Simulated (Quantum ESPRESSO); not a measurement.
# Voltage at the next charge: Re(0001), 4 layers against an electrode

How the rows were computed: Quantum ESPRESSO 7.5, PBE, GBRV ultrasoft; ESM with bc3, a metal electrode 7.01 Å above the top atoms; cell area 6.597 Å²; ions fixed. V is the potential energy of an electron at the electrode over the slab's Fermi level, divided by e, so that it equals the work function at zero charge; positive charge removes electrons.

```tsv
charge (e a cell)	V (V)
0	4.997
0.0099	6.390
0.0198	7.794
```

One more run was made and is withheld. What is V at a charge of 0.0396 e, and what capacitance do the rows imply?

**Fit.** The last two rows give dV/dq = (7.794 − 6.390)/(0.0198 − 0.0099) = 141.8 V/e, so C = 1602/(6.597 × 141.8) = 1.71 µF/cm², an effective gap of 8.854/1.71 = 5.17 Å. At constant C, V = 7.794 + 141.8 × 0.0198 = 10.60 V.

What the calculation gave: V = 10.639 V; the estimate misses by −0.04 V, 1.3 % of the step. Over the three intervals C goes 1.73, 1.71 and 1.69 µF/cm².

**Limits.** Vacuum fills the gap; a dielectric or electrolyte would change C. The slab is thin.

[Logs are printed without paths, hosts, clocks, repeated set-up lines and the standing remarks that a program may print on its own settings, such as how far it seeks lower states.]
